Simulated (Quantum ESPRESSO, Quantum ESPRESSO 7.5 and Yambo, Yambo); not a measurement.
# Quasiparticle gap of SrTiO3 (Tausonite) in Yambo

Aim: the G0W0 gap of SrTiO3 (Tausonite) on PBE, step by step.

Calculated with Quantum ESPRESSO 7.5 and Yambo 5.3.0; PBE and many-body steps on it, plane waves.

**What was measured.**

- Gap 3.77 eV: direct gap (M0 critical point); spectroscopic ellipsometry, second-derivative fit; 300 K; bulk crystal (commercial single crystal) (“Optical probe of ferroelectric order in bulk and thin film perovskite titanates”, 2013, arxiv:1309.1245).

Report form: the programs' logs are mostly left out.

**1. The starting structure**

It takes space group Pm-3m (No. 221, cubic). Conventional cell: a = 3.905 Å, b = 3.905 Å, c = 3.905 Å, α = 90.00°, β = 90.00°, γ = 90.00°. Nearest to Sr lie 12 O at 2.76 Å. Ti has 6 O at 1.95 Å nearest. Nearest to O lie 2 Ti at 1.95 Å and 4 Sr at 2.76 Å. Farther neighbours and most contacts between anions are not listed.

The cell and positions come from the Crystallography Open Database and are kept as given unless a step says otherwise.

**2. Ground state**

This step: Quantum ESPRESSO 7.5; DFT, PBE, plane waves, norm-conserving pseudopotentials.

The ground-state density comes first.

The input, pw.in:

```
&control
  calculation = 'scf'
  prefix = 'x'
  outdir = 'o'
  pseudo_dir = 'pseudo'
/
&system
  ibrav = 0
  nat = 5
  ntyp = 3
  ecutwfc = 76.0
  nbnd = 26
  force_symmorphic = .true.
/
&electrons
  conv_thr = 1e-10
  electron_maxstep = 80
  mixing_beta = 0.5
/
ATOMIC_SPECIES
  Sr 87.62 Sr.upf
  Ti 47.867 Ti.upf
  O 15.999 O.upf
CELL_PARAMETERS angstrom
  3.9052800000 0.0000000000 0.0000000000
  0.0000000000 3.9052800000 0.0000000000
  0.0000000000 0.0000000000 3.9052800000
ATOMIC_POSITIONS crystal
  Sr 0.5000000000 0.5000000000 0.5000000000
  Ti 0.0000000000 0.0000000000 0.0000000000
  O 0.5000000000 0.0000000000 0.0000000000
  O 0.0000000000 0.5000000000 0.0000000000
  O 0.0000000000 0.0000000000 0.5000000000
K_POINTS automatic
  6 6 6 0 0 0
```

Command:

```sh
$ OMP_NUM_THREADS=1 mpirun -n 4 pw.x -nk 4 -in pw.in > pw.out
```

It took 13 s on 4 MPI ranks of Arm Neoverse V2, shared host; peak memory 0.33 GiB; 51 s of CPU time.

This step gave:

```
total energy               : -3905.9468 eV
gap                        : 1.908 eV
k of the valence top       : -0.5, -0.5, -0.5
k of the conduction bottom : 0, 0, 0
least direct gap           : 2.263 eV
```

The gap is indirect, with the least direct gap 0.36 eV higher.

**3. Bands along the symmetry lines**

Levels along a band path, at the cheap level, show where the edges lie and whether the meshes to come will hold them.

The input, pw.in:

```
&control
  calculation = 'bands'
  prefix = 'x'
  outdir = 'o'
  pseudo_dir = 'pseudo'
/
&system
  ibrav = 0
  nat = 5
  ntyp = 3
  ecutwfc = 76.0
  nbnd = 26
  force_symmorphic = .true.
/
&electrons
  conv_thr = 1e-9
  electron_maxstep = 80
  diago_full_acc = .true.
  diago_thr_init = 5e-6
/
ATOMIC_SPECIES
  Sr 87.62 Sr.upf
  Ti 47.867 Ti.upf
  O 15.999 O.upf
CELL_PARAMETERS angstrom
  3.9052800000 0.0000000000 0.0000000000
  0.0000000000 3.9052800000 0.0000000000
  0.0000000000 0.0000000000 3.9052800000
ATOMIC_POSITIONS crystal
  Sr 0.5000000000 0.5000000000 0.5000000000
  Ti 0.0000000000 0.0000000000 0.0000000000
  O 0.5000000000 0.0000000000 0.0000000000
  O 0.0000000000 0.5000000000 0.0000000000
  O 0.0000000000 0.0000000000 0.5000000000
K_POINTS crystal
  50
  0.00000000 0.00000000 0.00000000 1
  0.00000000 0.06250000 0.00000000 1
  0.00000000 0.12500000 0.00000000 1
  0.00000000 0.18750000 0.00000000 1
  0.00000000 0.25000000 0.00000000 1
  0.00000000 0.31250000 0.00000000 1
  0.00000000 0.37500000 0.00000000 1
  0.00000000 0.43750000 0.00000000 1
  0.00000000 0.50000000 0.00000000 1
  0.06250000 0.50000000 0.00000000 1
  0.12500000 0.50000000 0.00000000 1
  0.18750000 0.50000000 0.00000000 1
  0.25000000 0.50000000 0.00000000 1
  0.31250000 0.50000000 0.00000000 1
  0.37500000 0.50000000 0.00000000 1
  0.43750000 0.50000000 0.00000000 1
  0.50000000 0.50000000 0.00000000 1
  0.43750000 0.43750000 0.00000000 1
  0.37500000 0.37500000 0.00000000 1
  0.31250000 0.31250000 0.00000000 1
  0.25000000 0.25000000 0.00000000 1
  0.18750000 0.18750000 0.00000000 1
  0.12500000 0.12500000 0.00000000 1
  0.06250000 0.06250000 0.00000000 1
  0.00000000 0.00000000 0.00000000 1
  0.06250000 0.06250000 0.06250000 1
  0.12500000 0.12500000 0.12500000 1
  0.18750000 0.18750000 0.18750000 1
  0.25000000 0.25000000 0.25000000 1
  0.31250000 0.31250000 0.31250000 1
  0.37500000 0.37500000 0.37500000 1
  0.43750000 0.43750000 0.43750000 1
  0.50000000 0.50000000 0.50000000 1
  0.43750000 0.50000000 0.43750000 1
  0.37500000 0.50000000 0.37500000 1
  0.31250000 0.50000000 0.31250000 1
  0.25000000 0.50000000 0.25000000 1
  0.18750000 0.50000000 0.18750000 1
  0.12500000 0.50000000 0.12500000 1
  0.06250000 0.50000000 0.06250000 1
  0.00000000 0.50000000 0.00000000 1
  0.50000000 0.50000000 0.50000000 1
  0.50000000 0.50000000 0.43750000 1
  0.50000000 0.50000000 0.37500000 1
  0.50000000 0.50000000 0.31250000 1
  0.50000000 0.50000000 0.25000000 1
  0.50000000 0.50000000 0.18750000 1
  0.50000000 0.50000000 0.12500000 1
  0.50000000 0.50000000 0.06250000 1
  0.50000000 0.50000000 0.00000000 1
```

Elapsed: 8.9 s, on 4 MPI ranks; peak memory 0.27 GiB.

Numbers from this step:

- gap: 1.908 eV
- k of the valence top: 0.5, 0.5, 0.5
- k of the conduction bottom: 0, 0, 0
- least direct gap: 2.263 eV

The gap is 1.908 eV, as in the run before at this level.

The electronic bands at the labelled points (eV, zero at the top of the highest filled band):

```csv
point,band 17,band 18,band 19,band 20,band 21,band 22,band 23,band 24
Γ,-1.17,-0.36,-0.36,-0.36,1.91,1.91,1.91,4.39
halfway,-1.66,-1.60,-0.60,-0.60,1.99,2.96,2.96,4.40
X,-2.34,-1.96,-0.73,-0.73,2.07,3.83,3.83,4.40
halfway,-1.86,-1.45,-1.32,-0.63,3.03,3.83,3.96,5.14
M,-1.72,-1.55,-1.55,-0.09,3.84,3.84,4.30,5.37
halfway,-1.69,-1.35,-1.06,-0.73,2.92,3.06,3.34,5.02
Γ,-1.17,-0.36,-0.36,-0.36,1.91,1.91,1.91,4.39
halfway,-2.78,-0.92,-0.92,-0.62,3.40,3.45,3.45,6.54
R,-3.71,0.00,0.00,0.00,4.52,4.52,4.52,7.00
halfway,-2.71,-0.94,-0.80,-0.52,3.53,4.03,4.05,6.50
X,-2.34,-1.96,-0.73,-0.73,2.07,3.83,3.83,4.40
jump to R,-3.71,0.00,0.00,0.00,4.52,4.52,4.52,7.00
halfway,-3.15,-0.66,-0.66,-0.04,4.12,4.12,4.41,6.82
M,-1.72,-1.55,-1.55,-0.09,3.84,3.84,4.30,5.37
```

**4. Empty states on the mesh, 4×4×4 mesh, 121 bands**

The sums over transitions need many empty states on a uniform mesh; this step solves for them.

The input, pw.in:

```
&control
  calculation = 'nscf'
  prefix = 'x'
  outdir = 'o'
  pseudo_dir = 'pseudo'
/
&system
  ibrav = 0
  nat = 5
  ntyp = 3
  ecutwfc = 76.0
  nbnd = 121
  force_symmorphic = .true.
/
&electrons
  conv_thr = 1e-9
  electron_maxstep = 80
  diago_full_acc = .true.
  diago_thr_init = 5e-6
/
ATOMIC_SPECIES
  Sr 87.62 Sr.upf
  Ti 47.867 Ti.upf
  O 15.999 O.upf
CELL_PARAMETERS angstrom
  3.9052800000 0.0000000000 0.0000000000
  0.0000000000 3.9052800000 0.0000000000
  0.0000000000 0.0000000000 3.9052800000
ATOMIC_POSITIONS crystal
  Sr 0.5000000000 0.5000000000 0.5000000000
  Ti 0.0000000000 0.0000000000 0.0000000000
  O 0.5000000000 0.0000000000 0.0000000000
  O 0.0000000000 0.5000000000 0.0000000000
  O 0.0000000000 0.0000000000 0.5000000000
K_POINTS automatic
  4 4 4 0 0 0
```

It took 13 s on 4 MPI ranks; peak memory 0.41 GiB.

This step gave:

```yaml
gap: 1.908 eV
k_of_the_valence_top: -0.5, -0.5, -0.5
k_of_the_conduction_bottom: 0, 0, 0
least_direct_gap: 2.263 eV
k_points_computed: 10
lowest_point_of_the_top_converged_band_above_the_valence_top: 71.3696 eV
```

On this mesh the gap is 1.908 eV.

**5. Conversion and set-up**

This step: Yambo 5.3.0; conversion and set-up on PBE, plane waves, norm-conserving pseudopotentials.

The states are converted to the many-body program's format and the q mesh is built.

Command:

```sh
$ (cd o/x.save; p2y > p2y.log; mv SAVE ../..); yambo > setup.log
```

Wall time 3 s (1 MPI rank); peak memory 0.25 GiB.

**6. Screening and self-energy, 4×4×4 mesh, 121 bands, screening to 136.1 eV**

G0W0 replaces the xc potential by the self-energy, built once from these orbitals. Only a window of levels is corrected, while the sums run over the empty bands that the input names.

This step: G0W0 on PBE, plane waves, norm-conserving pseudopotentials.

The input, gw1.in:

```
HF_and_locXC
gw0
dyson
ppa
em1d
rim_cut
RandQpts= 1000000
RandGvec= 1 RL
EXXRLvcs= 76 Ry
VXCRLvcs= 304 Ry
Chimod= "HARTREE"
% BndsRnXp
 1 | 121 |
%
NGsBlkXp= 10 Ry
% LongDrXp
 1 | 1 | 1 |
%
% GbndRnge
 1 | 121 |
%
DysSolver= "n"
ExtendOut
PPAPntXp= 27.21138 eV
% QPkrange
 10 | 10 | 19 | 22 |
 1 | 1 | 19 | 22 |
%
```

Command:

```sh
$ OMP_NUM_THREADS=1 mpirun -n 4 yambo -F gw1.in -J gw1 -C gw1 > gw1.log
```

Wall time 1.9 min (4 MPI ranks); peak memory 1.7 GiB; 7.5 min of CPU time.

This step gave:

```
G0W0 gap on the points computed              : 3.487 eV
starting gap on the mesh                     : 1.908 eV
k of the valence top                         : -0.5, -0.5, -0.5
k of the conduction bottom                   : 0, 0, 0
least direct G0W0 gap on the computed points : 3.849 eV
Z at the valence top                         : 0.7663
Z at the conduction bottom                   : 0.7788
```

The gap on the mesh goes from 1.91 eV to 3.49 eV, a correction of +1.58 eV.

Limits: finite bands, cutoff and mesh; no spin-orbit coupling; coarse k mesh. v1 is the top filled band, c1 the lowest empty one. Levels before and after the correction, in eV, zero at the valence-band top of each column:

```csv
,conduction bottom,valence top
Kohn-Sham,1.91,0.00
G0W0,3.49,0.00
```

```csv
,level,energy (eV)
Kohn-Sham,Γ v2-v1,-0.355
Kohn-Sham,Γ c1-c2,1.908
Kohn-Sham,(-0.5 -0.5 -0.5) v2-v1,0.000
Kohn-Sham,(-0.5 -0.5 -0.5) c1-c2,4.517
G0W0,Γ v2-v1,-0.362
G0W0,Γ c1-c2,3.487
G0W0,(-0.5 -0.5 -0.5) v2-v1,0.000
G0W0,(-0.5 -0.5 -0.5) c1-c2,6.379
```

**7. Where the time went**

Times are wall times on the hardware named with each run, good to a factor of about two.

```csv
step,time,share,memory (GiB)
ground state,13 s,9 %,0.33
bands along the symmetry lines,8.9 s,6 %,0.27
empty states on the mesh,13 s,8 %,0.41
conversion and set-up,3 s,2 %,0.25
screening and self-energy,1.9 min,75 %,1.7
```

**8. What came out**

| Property | Result |
| --- | --- |
| PBE gap | 1.91 eV, indirect |
| G0W0 gap on the mesh | 3.49 eV |
| GW settings | 4×4×4 mesh, 121 bands, screening to 136.1 eV, Godby-Needs plasmon pole |
| known limits | not at the basis limit; no spin-orbit coupling; coarse k mesh |

G0W0 moves the gap on the mesh from 1.91 eV to 3.49 eV (+1.58 eV), with Z of 0.77 and 0.78 at the edges. Only 2 of the mesh's irreducible points were corrected, so a valley elsewhere could overtake. The dearest step here is «screening and self-energy». Against experiment, by G0W0@PBE: the direct gap of 3.85 eV lies +0.08 eV from the measured 3.77 eV (direct, 300 K, 2013). An exciton line or allowed optical edge lies below the quasiparticle gap by the binding energy; a forbidden edge can push the onset above it. The calculation has static nuclei and no excitons; a measured gap holds zero-point and thermal motion, which mostly lowers it. Bands and cutoff are finite, so the gap is not at the basis limit. The miss can reach some tenths of an eV and take either sign; the mesh is an error of its own. In the G0W0 run levels were corrected at 2 k points alone, so a gap called «on the mesh» is the least over those, and an edge elsewhere would be missed. The 4×4×4 mesh is coarse for this cell, which bears on the long-range parts of exchange and screening. This is the ideal cubic cell; many perovskites, halides above all, are cubic only on average, and local tilts or off-centring can widen the gap. The many-body steps are scalar-relativistic: spin-orbit coupling is not in them.

[Paths, hosts, dates, memory and timing lines, banners, echoed tables and standing remarks are left out of the program output.]

[Logs are printed without paths, hosts, clocks, repeated set-up lines and the standing remarks that a program may print on its own settings, such as how far it seeks lower states.]

[Runs of the session that timed out or met a known fault of the program may be left out.]

[Hosts, paths, dates, database ids (printed as entryN), source tags and the programs' standing remarks are cut or masked in the printed files.]
